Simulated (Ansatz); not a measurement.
# A hypothetical structure for SrVS3

Starting from a made-up structure for SrVS3, the aim is the relaxed cell, its shortest contacts and, where a second run follows, its electronic structure.

Main program and level: Ansatz 0.2.0; DFT, PBE, plane-wave PAW, files of the set soft_1, scalar-relativistic, ferromagnetic start, cell and ions relaxed at zero pressure; PAW set soft_1, in the first sound run; inputs show where later runs differ.

## (1) Set-up

The structure is cubic, space group Pm-3m (No. 221). The conventional cell has a = 4.593 Å, b = 4.593 Å, c = 4.593 Å, α = 90.00°, β = 90.00°, γ = 90.00°. Nearest to Sr lie 12 S at 3.25 Å. Nearest to V lie 6 S at 2.30 Å. Nearest to S lie 2 V at 2.30 Å and 4 Sr at 3.25 Å. Farther neighbours and most contacts between anions are not listed.

## (2) Relaxation of the guess

The guess takes its coordinates from another compound and its volume from a rule, so the cell and any free coordinates are relaxed together.

The input, input.yaml:

```yaml
crystal:
  lattice:
    - [4.593, 0.0, 0.0]
    - [0.0, 4.593, 0.0]
    - [0.0, 0.0, 4.593]
  atoms:
    - { symbol: Sr, position: [0.5, 0.5, 0.5] }
    - { symbol: V, position: [0.0, 0.0, 0.0], spin: 2.0 }
    - { symbol: S, position: [0.0, 0.0, 0.5] }
    - { symbol: S, position: [0.0, 0.5, 0.0] }
    - { symbol: S, position: [0.5, 0.0, 0.0] }
magnetization:
  spin_polarized: true
kpoints:
  mp_grid: { grid: [6, 6, 6] }
scf:
  occupations: { method: fermi_dirac, width: 0.05 }
hamiltonian:
  xc: pbe
  pseudopotentials: { kind: paw, azcp: { folder: soft_1 } }
relax:
  f_tol: 0.015
  max_steps: 70
  cell: {}
output:
  forces: true
  stress: true
```

The run is started by

```
ansatz run input.yaml --threads 4 --pin off --max-ram 8192MiB --backend cpu --events-out ev --progress --plain --runs-dir out
```

Numbers of over 12 decimals in the logs are rounded to 6 here.

The program printed:

```text
Engine: ansatz 0.2.0, aarch64-unknown-linux-gnu
Pseudopotentials: kind: paw
Pseudopotential: Sr, paw, valence charge 10, recommended cutoff 420 eV (normal), soft_1/Sr.paw.azcp
Pseudopotential: V, paw, valence charge 13, recommended cutoff 420 eV (normal), soft_1/V.paw.azcp
Pseudopotential: S, paw, valence charge 6, recommended cutoff 420 eV (normal), soft_1/S.paw.azcp
Functional definition: PBE
  parameter kappa = 0.804
  parameter beta = 0.066725
  exchange = pbe_x(kappa = kappa, mu = beta*pi^2/3)
  correlation = pbe_c(beta = beta)
Crystal: 5 atoms, lattice volume = 96.892 Å³
Basis set: ecut = 420 eV, 1863 PW (Γ), exchange–correlation on 64×64×64 points (8 copies of the dense FFT grid, shifted against one another)
Bands: 27, of which v1, the nominal top of the filled ones, is band 21 counted from 1 (20 counted from 0)
Symmetry: 48 space group operations
Space group: Pm-3m (ITA 221), of the structure as read, at distance tolerance 4.6e-5 Å
Magnetic group: BNS 221.92 (UNI 1594), of the structure as read, at distance tolerance 4.6e-5 Å
k-points: 20 of 216
Non-local potential: Sr, projectors of the file, l = 0: 3, l = 1: 2, l = 2: 2
Non-local potential: V, projectors of the file, l = 0: 3, l = 1: 2, l = 2: 3, l = 3: 1
Non-local potential: S, projectors of the file, l = 0: 2, l = 1: 2, l = 2: 1
PAW form: soft (Blöchl's): semilocal exchange-correlation on the pseudo side does not see the compensation charge
PAW one-centre angular grid: Sr, 110 points (default); XC on 64 Gauss nodes
PAW one-centre angular grid: V, 590 points (default); XC on 64 Gauss nodes
PAW one-centre angular grid: S, 110 points (default); XC on 64 Gauss nodes
Initial density: superposition of atomic densities (chi_scale 0.1, normalization cell, long waves kept (reshape's long-wave potential 0.00 eV rms))
Starting moments: Σ|m| = 2 μB on 1 of 5 sites
Initial wavefunctions: pseudopotential atomic-orbital guess
Functional: x = pbe(κ = 0.804, μ = 0.219515), c = pbe(β = 0.066725)
iter 1 solved again at ethr=2.71e-3 eV; its pass at ethr=3.10e-3 eV (dr2=1.11e0 eV) is discarded
SCF iter   1: F=—  HF=-9168.681245 eV  |F-HF|=—  |Δ(HF+E_count)|=         —  Δρ=2.89e-2 (↑2.89e-2 ↓1.89e-2)  dr2=1.13e0  dr2_m=3.16e-1  M=1.023 μB ∫|m|=1.549 μB  β_m=0.30  ethr=2.71e-3  ⟨swp⟩=1.0  Hψ=7531  notcnv=0
Mixer restart at iter 1: flushing history
preconditioner: auto → Kerker (q_TF=auto, 2.364 Å⁻¹)  [metal: Δε(μ)=0.024 eV  Ē_g=10.549 eV  σ=0.050 eV  W_gap=0.12  n_scr=18 (ndim 8)  ℏωp=21.0 eV  f_vac=0.000  D(μ)=3.78/eV (n_scr^D=26)]
spin=Collinear: Kerker preconditioning applied to the charge; magnetization (m = ρ↑ − ρ↓) channel mixes plain (no charge-response kernel on spin).
SCF iter   2: F=—  HF=-9168.324411 eV  |F-HF|=—  |Δ(HF+E_count)|=   3.57e-1  Δρ=1.68e-2 (↑1.64e-2 ↓1.68e-2)  dr2=4.97e-1  dr2_m=1.49e-1  M=1.007 μB ∫|m|=1.532 μB  β_m=0.52  ethr=2.71e-3  ⟨swp⟩=2.2  Hψ=1567  notcnv=0  defer=5
SCF iter   3: F=—  HF=-9168.508234 eV  |F-HF|=—  |Δ(HF+E_count)|=   1.84e-1  Δρ=1.09e-2 (↑6.27e-3 ↓1.09e-2)  dr2=1.77e-1  dr2_m=4.58e-2  M=0.913 μB ∫|m|=1.368 μB  β_m=0.76  ethr=1.21e-3  ⟨swp⟩=2.8  Hψ=2165  notcnv=0  defer=18
SCF iter   4: F=—  HF=-9168.658996 eV  |F-HF|=—  |Δ(HF+E_count)|=         —  Δρ=1.58e-2 (↑1.58e-2 ↓1.11e-2)  dr2=2.99e-2  dr2_m=1.57e-1  M=0.542 μB ∫|m|=0.643 μB  β_m=0.76  ethr=4.31e-4  ⟨swp⟩=3.1  Hψ=2229  notcnv=0  defer=18
Mixer restart at iter 4: flushing history
SCF iter   5: F=—  HF=-9168.672333 eV  |F-HF|=—  |Δ(HF+E_count)|=   1.33e-2  Δρ=6.68e-3 (↑6.53e-3 ↓6.68e-3)  dr2=2.90e-3  dr2_m=3.82e-2  M=0.461 μB ∫|m|=0.488 μB  β_m=0.88  ethr=7.30e-5  ⟨swp⟩=2.7  Hψ=2475  notcnv=0  defer=6
SCF iter   6: F=—  HF=-9168.673014 eV  |F-HF|=—  |Δ(HF+E_count)|=   6.81e-4  Δρ=2.09e-3 (↑2.09e-3 ↓1.26e-3)  dr2=9.24e-3  dr2_m=2.09e-4  M=0.423 μB ∫|m|=0.423 μB  β_m=0.73  ethr=7.08e-6  ⟨swp⟩=2.6  Hψ=2362  notcnv=0
SCF iter   7: F=—  HF=-9168.670377 eV  |F-HF|=—  |Δ(HF+E_count)|=   2.64e-3  Δρ=4.20e-4 (↑4.20e-4 ↓2.20e-4)  dr2=2.90e-4  dr2_m=3.48e-5  M=0.414 μB ∫|m|=0.414 μB  β_m=0.87  ethr=7.08e-6  ⟨swp⟩=2.5  Hψ=2211  notcnv=0
SCF iter   8: F=—  HF=-9168.670668 eV  |F-HF|=—  |Δ(HF+E_count)|=   2.91e-4  Δρ=2.64e-4 (↑9.27e-5 ↓2.64e-4)  dr2=2.10e-4  dr2_m=9.11e-6  M=0.414 μB ∫|m|=0.414 μB  β_m=0.93  ethr=7.08e-7  ⟨swp⟩=2.0  Hψ=1480  notcnv=0
SCF iter   9: F=—  HF=-9168.670695 eV  |F-HF|=—  |Δ(HF+E_count)|=   2.73e-5  Δρ=1.75e-4 (↑1.60e-4 ↓1.75e-4)  dr2=4.71e-6  dr2_m=2.43e-5  M=0.411 μB ∫|m|=0.411 μB  β_m=0.97  ethr=5.12e-7  ⟨swp⟩=2.3  Hψ=1624  notcnv=0
SCF iter  10: F=—  HF=-9168.670977 eV  |F-HF|=—  |Δ(HF+E_count)|=   2.82e-4  Δρ=7.60e-5 (↑3.11e-5 ↓7.60e-5)  dr2=1.33e-5  dr2_m=6.05e-7  M=0.413 μB ∫|m|=0.413 μB  β_m=0.98  ethr=1.15e-8  ⟨swp⟩=2.3  Hψ=1944  notcnv=0
SCF iter  11: F=—  HF=-9168.670978 eV  |F-HF|=—  |Δ(HF+E_count)|=   9.53e-7  Δρ=5.12e-6 (↑5.12e-6 ↓4.68e-6)  dr2=9.13e-8  dr2_m=9.41e-9  M=0.413 μB ∫|m|=0.413 μB  β_m=0.99  ethr=1.15e-8  ⟨swp⟩=2.4  Hψ=1951  notcnv=0
SCF iter  12: F=—  HF=-9168.670978 eV  |F-HF|=—  |Δ(HF+E_count)|=   1.52e-8  Δρ=1.72e-6 (↑1.15e-6 ↓1.72e-6)  dr2=7.23e-9  dr2_m=7.55e-10  M=0.413 μB ∫|m|=0.413 μB  β_m=1.00  ethr=2.23e-10  ⟨swp⟩=2.2  Hψ=1724  notcnv=0
SCF iter  13: F=-9168.670978 eV  HF=-9168.670978 eV  |F-HF|=1.35e-10  |Δ(HF+E_count)|=   2.34e-9  Δρ=3.19e-7 (↑3.19e-7 ↓3.01e-7)  dr2=5.19e-10  dr2_m=4.09e-12  M=0.413 μB ∫|m|=0.413 μB  ethr=1.76e-11  ⟨swp⟩=1.7  Hψ=3514  notcnv=0
SCF 1 converged in 13 iterations: F = -9168.670978 eV  dr2 = 5.19e-10
  greatest PAW one-centre occupation: 1.000 electrons in one spin orbital (limit 2), on the V atom at site 1 (counted from 0), in its partial waves of l = 0
relax step   1: F+E_penalty+E_count = -9168.67097756 eV  Δ(F+E_penalty+E_count) = +0.000e0 eV  max|allowed force component| = 2.787e-30 eV/Å  Δτ_max = 0.0000 Å  P = +5.018 GPa  Ω = 96.892 Å³  (13 SCF iters, dr2 threshold 1.00e-7 eV, accepted)
Crystal: 5 atoms, lattice volume = 101.542 Å³
Basis set: ecut = 420 eV, 1935 PW (Γ), exchange–correlation on 64×64×64 points (8 copies of the dense FFT grid, shifted against one another)
Initial density: handed on by an earlier stage of this run
Starting moments: Σ|m| = 2 μB on 1 of 5 sites; this step starts from the density that it was given
Initial wavefunctions: those handed on with the density
iter 1 solved again at ethr=1.46e-5 eV; its pass at ethr=3.10e-3 eV (dr2=6.00e-3 eV) is discarded
SCF iter   1: F=—  HF=-9168.747044 eV  |F-HF|=—  |Δ(HF+E_count)|=         —  Δρ=2.40e-3 (↑2.40e-3 ↓1.31e-3)  dr2=6.65e-3  dr2_m=2.09e-3  M=0.407 μB ∫|m|=0.407 μB  β_m=0.30  ethr=1.46e-5  ⟨swp⟩=2.0  Hψ=6806  notcnv=0
[...]
SCF iter   5: F=—  HF=-9168.753311 eV  |F-HF|=—  |Δ(HF+E_count)|=   5.65e-5  Δρ=5.26e-5 (↑5.26e-5 ↓4.40e-5)  dr2=4.86e-6  dr2_m=1.70e-6  M=0.475 μB ∫|m|=0.477 μB  β_m=0.94  ethr=1.02e-7  ⟨swp⟩=2.7  Hψ=2034  notcnv=0
SCF iter   6: F=—  HF=-9168.753300 eV  |F-HF|=—  |Δ(HF+E_count)|=   1.07e-5  Δρ=4.19e-5 (↑2.35e-5 ↓4.19e-5)  dr2=6.23e-6  dr2_m=1.04e-7  M=0.476 μB ∫|m|=0.478 μB  β_m=0.97  ethr=1.19e-8  ⟨swp⟩=2.8  Hψ=2110  notcnv=0
SCF iter   7: F=—  HF=-9168.753310 eV  |F-HF|=—  |Δ(HF+E_count)|=   9.65e-6  Δρ=7.28e-6 (↑5.10e-6 ↓7.28e-6)  dr2=2.21e-7  dr2_m=1.83e-9  M=0.475 μB ∫|m|=0.478 μB  β_m=0.98  ethr=1.19e-8  ⟨swp⟩=2.5  Hψ=1975  notcnv=0
SCF iter   8: F=-9168.753310 eV  HF=-9168.753310 eV  |F-HF|=2.93e-8  |Δ(HF+E_count)|=   4.73e-7  Δρ=2.44e-6 (↑2.26e-6 ↓2.44e-6)  dr2=3.43e-8  dr2_m=4.90e-11  M=0.475 μB ∫|m|=0.477 μB  ethr=5.38e-10  ⟨swp⟩=2.8  Hψ=4140  notcnv=0
SCF 3 converged in 8 iterations: F = -9168.753310 eV  dr2 = 3.43e-8
relax step   3: F+E_penalty+E_count = -9168.75331018 eV  Δ(F+E_penalty+E_count) = -2.097e-3 eV  max|allowed force component| = 1.348e-30 eV/Å  Δτ_max = 0.0000 Å  P = +0.068 GPa  Ω = 102.444 Å³  energy of the carried Pulay correction = -1.690e-3 eV  (8 SCF iters, dr2 threshold 5.00e-7 eV, accepted)
[...]
relax step   4: F+E_penalty+E_count = -9168.75330335 eV  Δ(F+E_penalty+E_count) = +6.832e-6 eV  max|allowed force component| = 7.889e-31 eV/Å  Δτ_max = 0.0000 Å  P = +0.001 GPa  Ω = 102.532 Å³  energy of the carried Pulay correction = -1.716e-3 eV  (8 SCF iters, dr2 threshold 1.17e-8 eV, accepted)
Initial wavefunctions: pseudopotential atomic-orbital guess (no wavefunctions were taken with the density)
iter 1 solved again at ethr=5.31e-7 eV; its pass at ethr=3.10e-3 eV (dr2=2.18e-4 eV) is discarded
SCF iter   1: F=—  HF=-9168.752948 eV  |F-HF|=—  |Δ(HF+E_count)|=         —  Δρ=2.30e-4 (↑2.30e-4 ↓2.12e-4)  dr2=9.93e-6  dr2_m=1.22e-7  M=0.476 μB ∫|m|=0.479 μB  β_m=0.65  ethr=5.31e-7  ⟨swp⟩=4.1  Hψ=9534  notcnv=0
preconditioner: auto → Kerker (q_TF=auto, 2.194 Å⁻¹)  [metal: Δε(μ)=0.016 eV  Ē_g=9.807 eV  σ=0.050 eV  W_gap=0.08  n_scr=18 (ndim 8)  ℏωp=20.4 eV  f_vac=0.000  D(μ)=3.13/eV (n_scr^D=26)]
spin=Collinear: Kerker preconditioning applied to the charge; magnetization (m = ρ↑ − ρ↓) channel mixes plain (no charge-response kernel on spin).
SCF iter   2: F=—  HF=-9168.754878 eV  |F-HF|=—  |Δ(HF+E_count)|=   1.93e-3  Δρ=8.22e-5 (↑8.22e-5 ↓7.56e-5)  dr2=9.55e-7  dr2_m=3.81e-8  M=0.476 μB ∫|m|=0.479 μB  β_m=0.61  ethr=2.42e-8  ⟨swp⟩=2.1  Hψ=1659  notcnv=0
SCF iter   3: F=—  HF=-9168.755155 eV  |F-HF|=—  |Δ(HF+E_count)|=   2.77e-4  Δρ=1.22e-5 (↑1.22e-5 ↓1.12e-5)  dr2=1.29e-7  dr2_m=4.47e-10  M=0.476 μB ∫|m|=0.479 μB  β_m=0.71  ethr=2.33e-9  ⟨swp⟩=2.0  Hψ=1807  notcnv=0
SCF iter   4: F=—  HF=-9168.755160 eV  |F-HF|=—  |Δ(HF+E_count)|=   5.11e-6  Δρ=8.33e-6 (↑6.95e-6 ↓8.33e-6)  dr2=2.75e-7  dr2_m=1.36e-9  M=0.476 μB ∫|m|=0.479 μB  β_m=0.86  ethr=3.14e-10  ⟨swp⟩=2.1  Hψ=1879  notcnv=0
SCF iter   5: F=—  HF=-9168.755161 eV  |F-HF|=—  |Δ(HF+E_count)|=   1.32e-6  Δρ=4.84e-6 (↑3.66e-6 ↓4.84e-6)  dr2=9.16e-8  dr2_m=4.10e-9  M=0.476 μB ∫|m|=0.479 μB  β_m=0.93  ethr=3.14e-10  ⟨swp⟩=2.9  Hψ=2065  notcnv=0
SCF iter   6: F=—  HF=-9168.755161 eV  |F-HF|=—  |Δ(HF+E_count)|=   2.15e-7  Δρ=4.20e-6 (↑3.21e-6 ↓4.20e-6)  dr2=9.37e-8  dr2_m=3.02e-10  M=0.476 μB ∫|m|=0.479 μB  β_m=0.96  ethr=2.23e-10  ⟨swp⟩=2.0  Hψ=1820  notcnv=0
SCF iter   7: F=—  HF=-9168.755162 eV  |F-HF|=—  |Δ(HF+E_count)|=   1.13e-7  Δρ=4.65e-7 (↑3.56e-7 ↓4.65e-7)  dr2=1.13e-9  dr2_m=8.80e-12  M=0.476 μB ∫|m|=0.479 μB  β_m=0.98  ethr=2.23e-10  ⟨swp⟩=2.6  Hψ=2001  notcnv=0
SCF iter   8: F=—  HF=-9168.755110 eV  |F-HF|=—  |Δ(HF+E_count)|=   5.14e-5  Δρ=6.54e-7 (↑6.54e-7 ↓5.01e-7)  dr2=1.02e-9  dr2_m=1.25e-10  M=0.476 μB ∫|m|=0.479 μB  β_m=0.98  ethr=2.76e-12  ⟨swp⟩=3.0  Hψ=2288  notcnv=0
SCF iter   9: F=—  HF=-9168.755110 eV  |F-HF|=—  |Δ(HF+E_count)|=  3.40e-10  Δρ=3.51e-7 (↑2.23e-7 ↓3.51e-7)  dr2=3.89e-10  dr2_m=3.36e-11  M=0.476 μB ∫|m|=0.479 μB  β_m=0.99  ethr=2.48e-12  ⟨swp⟩=2.9  Hψ=2077  notcnv=0
SCF iter  10: F=—  HF=-9168.755110 eV  |F-HF|=—  |Δ(HF+E_count)|=  5.51e-10  Δρ=9.36e-8 (↑9.36e-8 ↓5.62e-8)  dr2=1.81e-11  dr2_m=6.82e-13  M=0.476 μB ∫|m|=0.479 μB  β_m=1.00  ethr=1.00e-12  ⟨swp⟩=2.3  Hψ=1762  notcnv=0
SCF iter  11: F=—  HF=-9168.755110 eV  |F-HF|=—  |Δ(HF+E_count)|=  1.27e-11  Δρ=2.83e-8 (↑6.91e-9 ↓2.83e-8)  dr2=1.51e-12  dr2_m=2.14e-13  M=0.476 μB ∫|m|=0.479 μB  β_m=1.00  ethr=1.00e-12  ⟨swp⟩=1.6  Hψ=1143  notcnv=0
SCF iter  12: F=-9168.755110 eV  HF=-9168.755110 eV  |F-HF|=0.00e0  |Δ(HF+E_count)|=  3.64e-12  Δρ=7.86e-9 (↑7.86e-9 ↓4.76e-9)  dr2=1.90e-13  dr2_m=3.64e-15  M=0.476 μB ∫|m|=0.479 μB  ethr=1.00e-12  ⟨swp⟩=3.2  Hψ=3058  notcnv=0
SCF 5 converged in 12 iterations: F = -9168.755110 eV  dr2 = 1.90e-13
relax step   5: F+E_penalty+E_count = -9168.75511013 eV  Δ(F+E_penalty+E_count) = -1.807e-3 eV  max|allowed force component| = 5.128e-31 eV/Å  Δτ_max = 0.0000 Å  P = +0.005 GPa  Ω = 102.532 Å³  stress off target by 5.05e-3 GPa  SCF on the basis re-selected at this cell (its energy is not comparable with the rows above)  (12 SCF iters)
basis re-selected at this cell: Δ(F+E_penalty+E_count) = -1.807e-3 eV, ΔP = +0.004 GPa vs the last step (what re-selecting the basis moved, of the pressure what is left beyond the Pulay correction that the steps carried, after the strain that the cell walked since its last selection, with what the two solves' SCF thresholds leave and, on support functions, any second-order correction that the steps lacked; it is no m [...]
SCF converged after 12 iterations
Magnetization: 0.4765 μB (20.7382 up, 20.2618 down)
Absolute magnetization: 0.4788 μB (∫|ρ↑−ρ↓|, with the PAW one-centre terms)
Spin contamination: 0.0180 ħ² per cell (⟨S²⟩ above its minimum at these occupations)
Per-site moments (μB) at R_I (Å): [(0.00180726, 1.365197), (0.380492, 0.965340), (0.00228633, 0.965340), (0.00228633, 0.965340), (0.00228633, 0.965340)]
Free energy (F): -9168.755110 eV
Harris-Foulkes:  -9168.755110 eV  (|F-HF|=0.00e0)
Internal energy: -9168.729697 eV  (E = F + TS)
E sigma→0 (E₀):  -9168.742403 eV
Entropy (-TS):   -0.025413 eV (-5.083 meV/atom)
Fermi energy:    8.779957 eV
--- Per-component energies (eV) ---
  E_band       = -311.341102
  E_kinetic    = 846.469241
  E_local      = -2620.454508  (includes V_loc(G=0)·N_el)
  E_nonlocal   = 415.070451
  E_hartree    = 940.377459
  E_xc         = -558.552476
  E_vxc        = -551.191155  (∫ρ·V_xc dr)
  E_paw        = -5640.259705  (= ΣΔE_a)
  E_vpaw       = -281.991111  (= ΣTr[D̂ρ^β])
  E_aug_tail   = 0.001045  (compensation charges beyond the density's cutoff)
  E_ewald      = -2551.381204
  E_smearing   = -0.025413  (= −TS)
  E_closure    = -0.000000  (closes the sum)
  Σ components = -9168.755110   (vs F -9168.755110, Δ=0.00e0)
--- Forces (eV/Å), atoms counted from 1 ---
  atom   1  Sr    -0.00000000     0.00000000     0.00000000
  atom   2  V     -0.00000000     0.00000000    -0.00000000
  atom   3  S      0.00000000    -0.00000000    -0.00000000
  atom   4  S     -0.00000000    -0.00000000    -0.00000000
  atom   5  S      0.00000000    -0.00000000     0.00000000
  max |Σ_I F_I| component: 7.56e-31 eV/Å
--- Stress (GPa, compression-positive) ---
        0.005045       0.000000       0.000000
        0.000000       0.005045      -0.000000
        0.000000      -0.000000       0.005045
  P = ⅓ Tr σ = 0.0050 GPa (0.050 kbar)
--- Relaxed structure (4 steps of the walk, 4 accepted, 1 SCFs on fresh bases) ---
  F+E_penalty+E_count = -9168.75511013 eV   max|allowed force component| = 5.128e-31 eV/Å   (the final SCF, on the basis selected at the relaxed cell)
  cell:  # Å, volume = 102.5319 Å³
    - [4.680436, 0, 0]
    - [0, 4.680436, 0.0]
    - [0, 0, 4.680436]
  atoms:
    - { symbol: Sr, position: [0.5, 0.5, 0.5] }
    - { symbol: V, position: [0, 0, 0] }
    - { symbol: S, position: [0, 0, 0.5] }
    - { symbol: S, position: [0, 0.5, 0] }
    - { symbol: S, position: [0.5, 0, 0] }
```

Run time: 9.8 s. Hardware: 4 threads of Arm Neoverse V2, shared host; peak memory 0.41 GiB; 34 s of CPU time.

Relaxation path:

| step | energy less that of the first step (eV) | largest force component (eV/Å) | pressure (GPa) | volume (Å³) |
| --- | --- | --- | --- | --- |
| 1 | 0.0000 | 0.0000 | 5.02 | 96.89 |
| 2 | -0.0802 | 0.0000 | 0.78 | 101.54 |
| 3 | -0.0823 | 0.0000 | 0.07 | 102.44 |
| 4 | -0.0823 | 0.0000 | 0.00 | 102.53 |
| 5* | -0.0841 | 0.0000 | 0.01 | 102.53 |

Relaxation steps marked * repeat the geometry before them on a plane-wave basis chosen anew for their cell, so energy and pressure can jump there.

The run keeps the 48 symmetry operations that it works with, so distortions that break them were not tested.

| conventional cell, symmetrised | before | after | change |
| --- | --- | --- | --- |
| a (Å) | 4.593 | 4.680 | +1.9 % |
| b (Å) | 4.593 | 4.680 | +1.9 % |
| c (Å) | 4.593 | 4.680 | +1.9 % |
| volume (Å³/atom) | 19.38 | 20.51 | +5.8 % |

The relaxed structure:

```cif
data_structure
_symmetry_space_group_name_H-M 'P 1'
_symmetry_Int_Tables_number 1
_cell_length_a 4.6804
_cell_length_b 4.6804
_cell_length_c 4.6804
_cell_angle_alpha 90.000
_cell_angle_beta 90.000
_cell_angle_gamma 90.000
_cell_volume 102.53
loop_
_atom_site_label
_atom_site_type_symbol
_atom_site_fract_x
_atom_site_fract_y
_atom_site_fract_z
_atom_site_occupancy
Sr1 Sr 0.50000 0.50000 0.50000 1
V2 V 0.00000 0.00000 0.00000 1
S3 S 0.00000 0.00000 0.50000 1
S4 S 0.00000 0.50000 0.00000 1
S5 S 0.50000 0.00000 0.00000 1
```

This step gave:

* free energy: -9168.7551 eV
* energy at zero smearing: -9168.7424 eV
* smearing term TS: 0.02541 eV
* Fermi energy: 8.780 eV
* magnetization: 0.4765 μB
* absolute magnetization: 0.4788 μB
* site moments: 0.001807, 0.3805, 0.002286, 0.002286, 0.002286 μB
* electrons: 41
* symmetry operations: 48
* pressure: 0.005045 GPa

Site moment by atom:

| atom | site moment (μB) |
| --- | --- |
| Sr1 | 0.002 |
| V2 | 0.380 |
| S3 | 0.002 |
| S4 | 0.002 |
| S5 | 0.002 |

Shortest distances by pair of elements, guess and relaxed (not always the same contact):

| pair | guess (Å) | relaxed (Å) |
| --- | --- | --- |
| S–V | 2.296 | 2.340 |
| S–Sr | 3.248 | 3.310 |
| S–S | 3.248 | 3.310 |
| Sr–V | 3.978 | 4.053 |
| Sr–Sr | 4.593 | 4.680 |

The relaxation ends with a pressure of 0.01 GPa.

[end of part 1 of 2]

[Logs are printed without paths, hosts, clocks, repeated set-up lines and the standing remarks that a program may print on its own settings, such as how far it seeks lower states.]

[Hosts, paths, dates, database ids (printed as entryN), source tags and the programs' standing remarks are cut or masked in the printed files.]
